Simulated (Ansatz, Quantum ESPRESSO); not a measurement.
# W (Tungsten): electron-phonon coupling, part 3 of 4

How strong is the electron-phonon coupling in W (Tungsten)?

Quantum ESPRESSO 7.5; DFT PBE, scalar-relativistic, plane waves, PseudoDojo norm-conserving pseudopotentials.

So far. Step 7 (Linear response on the mesh): The acoustic modes at Γ come out as far as 0.3 cm⁻¹ from zero, where they should vanish, a small numerical error. The relaxed cell has a = 3.182 Å (conventional setting).

### 9. Interpolated phonon bands

From the force constants any wavevector is cheap; points of the mesh come back as solved, but for the sum rule and, in polar crystals, the LO-TO term at Γ; the rest is interpolation.

matdyn.in reads:

```
&INPUT
  asr              = 'crystal'
  flfrc            = 'x.fc'
  flfrq            = 'x.freq'
  flvec            = 'x.modes'
  q_in_band_form   = .true.
  q_in_cryst_coord = .true.
/
8
  0.0000000   0.0000000   0.0000000  12  ! GAMMA
  0.5000000  -0.5000000   0.5000000  12  ! H
 -0.0000000  -0.0000000   0.5000000  12  ! N
  0.0000000   0.0000000   0.0000000  12  ! GAMMA
  0.2500000   0.2500000   0.2500000  12  ! P
  0.5000000  -0.5000000   0.5000000   1  ! H
  0.2500000   0.2500000   0.2500000  12  ! P
 -0.0000000  -0.0000000   0.5000000   1  ! N
```

The run is started by

```console
> matdyn.x -in matdyn.in > matdyn.out
```

Numbers of over 12 decimals in the logs are rounded to 6 here.

What it wrote:

```text
[banner, memory and clock lines left out]
Program MATDYN v.7.5

 mass for atomic type   1 not given; uses mass from file x.fc
 Norm of the difference between old and new effective charges:    0.000000

 Norm of the difference between old and new force-constants:   3.00944e-07

     Message from routine matdyn:
     Z* not found in file x.fc, TO-LO splitting at q=0 will be absent!
     Message from routine matdyn:
     Z* not found in file x.fc, TO-LO splitting at q=0 will be absent!

Note: The following floating-point exceptions are signalling: IEEE_UNDERFLOW_FLAG
```

It took 0.78 s on 1 thread of Intel Xeon at 2.70GHz, shared host.

Read from the output:

* lowest frequency on the path: 0 cm⁻¹
* mean frequency: 157.7 cm⁻¹
* Debye temperature (second moment): 300 K
* logarithmic mean frequency: 152.9 cm⁻¹

Matdyn.x, sum rule crystal. Phonon branches along the path, in cm⁻¹:

```
    point  branch 1  branch 2  branch 3
        Γ         0         0         0
  halfway       132       132       196
        H       177       177       177
  halfway       152       179       202
        N       129       146       219
  halfway        98        99       160
        Γ         0         0         0
  halfway       128       128       167
        P       177       177       177
  halfway       164       188       188
        H       177       177       177
jump to P       177       177       177
  halfway       160       160       200
        N       129       146       219
```

The phonon branches as a text plot (rows in cm⁻¹):

```
    214 |        *        *****                                **
    205 |       * *      *     *                              *
    196 |      *   *    *       *                            *
    187 |              *                     **   ******    *
    178 |     *     ******                  *  ***      *****
    169 |          *   *  *                * **  **  ***    **
    159 |         *     *  *     *                 **        **
    150 |    *   *       *  **            *                   ***
    141 |       *         *   *   *         *                  *
    132 |      *           *****         * *                    *
    123 |                      **
    114 |   * *                 *  *
    105 |                               * *
     96 |    *                   *
     87 |                         *      *
     77 |  **                          *
     68 |                          *    *
     59 |                           *
     50 |  *
     41 | *                         *  *
     32 |                           **
     23 | *                          *
     14 |                            *
      5 |*                            *
         Γ           H       N        Γ         P        H|P    N
```

Lowest modes at the softest wavevector of the mesh; phase exp(i q.(R + tau)). Modes at q = (0.000, 0.250, 0.000):

```
mode  frequency (cm⁻¹)
   1              98.5
   2              98.8
   3             160.4
```

Displacements in mode 1 (98.5 cm⁻¹), the largest set to 1, in the home cell:
```
W1  -1.00  0.00  1.00
```

Displacements in mode 3 (160.4 cm⁻¹), the largest set to 1, in the home cell:
```
W1  1.00 0.00 1.00
```

Force constants by pair (phonopy on the run's constants); pairs near half the supercell's span include their periodic images. Pair force constants, by row:

```
atom  neighbour  distance (Å)  third of the trace (eV/Å²)  along the pair's line (eV/Å²)
  W1     itself             0                       17.63                              –
  W1          W         2.756                      -1.401                          -3.32
  W1          W         3.182                     -0.8785                          -2.99
  W1          W         4.501                     -0.1246                        -0.2573
  W1          W         5.277                      0.0243                         0.1269
  W1          W         5.512                     -0.0517                        -0.4952
  W1          W         6.365                     -0.0826                        -0.4157
  W1          W         7.116                      0.0358                         0.0505
```

Harmonic mean-square displacement, third of the trace. Mean-square displacements:

```
T (K)  W1 U_eq (Å²)
    0       6.30e-4
  100       8.90e-4
  300       0.00214
  600       0.00418
```

Mode patterns, pair constants, displacements and means over the zone were worked out by phonopy from the force constants of q2r.x.

All branches are real along the path.

### 10. Sums over the zone

Sums over the zone need many more wavevectors than were solved, so the interpolation is sampled on a dense mesh.

matdyn.in reads:

```
&INPUT
  asr    = 'crystal'
  flfrc  = 'x.fc'
  dos    = .true.
  fldos  = 'x.dos'
  nk1    = 20
  nk2    = 20
  nk3    = 20
  deltaE = 0.3
  la2F   = .true.
/
```

The run is started by

```console
> matdyn.x -in matdyn.in > matdyn.out
```

What it wrote:

```text
[banner, memory and clock lines left out]
Program MATDYN v.7.5

 mass for atomic type   1 not given; uses mass from file x.fc
 Norm of the difference between old and new effective charges:    0.000000

 Norm of the difference between old and new force-constants:   3.00944e-07

     Message from routine matdyn:
     Z* not found in file x.fc, TO-LO splitting at q=0 will be absent!
 Norm of the difference between old and new effective charges:    0.000000

 Norm of the difference between old and new force-constants:   1.09985e-06

 Norm of the difference between old and new effective charges:    0.000000

 Norm of the difference between old and new force-constants:   9.36606e-06

 Norm of the difference between old and new effective charges:    0.000000

 Norm of the difference between old and new force-constants:   2.26617e-05

 Norm of the difference between old and new effective charges:    0.000000

 Norm of the difference between old and new force-constants:   4.83589e-05

 Norm of the difference between old and new effective charges:    0.000000

 Norm of the difference between old and new force-constants:   8.55763e-05

 Norm of the difference between old and new effective charges:    0.000000

 Norm of the difference between old and new force-constants:   0.000130263

 Norm of the difference between old and new effective charges:    0.000000

 Norm of the difference between old and new force-constants:   0.000178951

 Norm of the difference between old and new effective charges:    0.000000

 Norm of the difference between old and new force-constants:   0.000235026

 Norm of the difference between old and new effective charges:    0.000000

 Norm of the difference between old and new force-constants:   0.00030606

 Norm of the difference between old and new effective charges:    0.000000

 Norm of the difference between old and new force-constants:   0.000399634

Note: The following floating-point exceptions are signalling: IEEE_UNDERFLOW_FLAG
```

The job ended after 48 s (1 thread).

Numbers from this step:

```
share of modes beyond 3i cm⁻¹ on the dense interpolated mesh : 0
electron-phonon coupling constant                            : 0.3133
logarithmic mean frequency weighted by the coupling          : 220.1 K
zero-point energy per atom                                   : 29.32 meV
heat capacity at 300 K                                       : 23.74 J/(mol atoms K)
vibrational entropy at 300 K                                 : 33.28 J/(mol atoms K)
```

Tetrahedra. Table of phonon density of states by wavenumber; read off at these points:

```
wavenumber (cm⁻¹)  phonon density of states (1/cm⁻¹/cell)
              0.0                                       0
             10.0                                  2.3e-5
             20.0                                  1.0e-4
             30.0                                  3.8e-4
             40.0                                  7.6e-4
             50.0                                 0.00122
             60.0                                 0.00182
             70.0                                 0.00261
             80.0                                 0.00359
             90.0                                 0.00487
            100.0                                 0.00662
            110.0                                 0.00921
            120.0                                  0.0134
            130.0                                  0.0236
            140.0                                  0.0300
            150.0                                  0.0387
            158.4                                  0.0419
            160.0                                  0.0394
            170.0                                  0.0298
            180.0                                  0.0190
            190.0                                  0.0215
            200.0                                  0.0334
            205.2                                  0.0387
            210.0                                  0.0150
```

Harmonic thermodynamic functions per atom, summed over the density of states scaled to three modes an atom; melting is ignored. Thermodynamic functions:

```
T (K)  F_vib (meV/atom)  S (J/mol-atom/K)  C_V (J/mol-atom/K)
    0             29.32                 0                   0
   50             29.05             2.192               6.289
  100             25.93             10.13               16.48
  200              7.81             23.91               22.34
  300            -22.11             33.28               23.74
  400            -60.35              40.2               24.26
  500            -104.9             45.64                24.5
  600            -154.6             50.12               24.64
  700            -208.6             53.92               24.72
  800            -266.2             57.23               24.77
  900            -327.1             60.15               24.81
 1000            -390.8             62.76               24.83
```

λ by broadening:

```
broadening (Ry)  lambda  N(E_F) (states/spin/Ry/cell)  ω_log (K)
          0.005  0.3913                         4.056      208.6
           0.01  0.3356                         3.542      218.1
          0.015  0.3231                         3.339      220.1
           0.02  0.3133                          3.26      220.1
          0.025  0.3085                         3.236      219.9
           0.03  0.3075                         3.241      219.8
          0.035   0.309                         3.259      219.9
           0.04  0.3119                         3.288      219.9
          0.045  0.3161                         3.326      219.9
           0.05  0.3213                         3.377      219.8
```

Gaussian broadening 0.02 Ry. Alpha^2 F against phonon energy; read off at these points:

phonon energy (meV), alpha^2 F and a bar from the least value:
```
      2.0      0.000 
      3.0      0.000 
      4.0      0.000 
      5.0     -0.001 
      6.0     -0.001 
      7.0     -0.001 
      8.0     -0.001 
      9.0     -0.001 
     10.0      0.000 
     11.0      0.003 
     12.0      0.008 #
     13.0      0.020 ##
     14.0      0.044 ###
     15.0      0.099 #######
     16.0      0.292 #####################
     16.3      0.407 ##############################
     16.6      0.411 ##############################
     17.0      0.406 ##############################
     18.0      0.394 #############################
     19.0      0.374 ###########################
     20.0      0.308 ######################
     21.0      0.252 ##################
     22.0      0.219 ################
     23.0      0.105 ########
     24.0      0.154 ###########
     25.0      0.180 #############
     25.5      0.201 ###############
     26.0      0.095 #######
     27.0      0.014 #
```

At 300 K the heat capacity has reached 95 % of the Dulong-Petit value.

[end of part 3 of 4]

[Host names and launcher messages were left out of these logs when they were recorded.]

[Logs are printed without paths, hosts, clocks, repeated set-up lines and the standing remarks that a program may print on its own settings, such as how far it seeks lower states.]

[Hosts, paths, dates, database ids (printed as entryN), source tags and the programs' standing remarks are cut or masked in the printed files.]
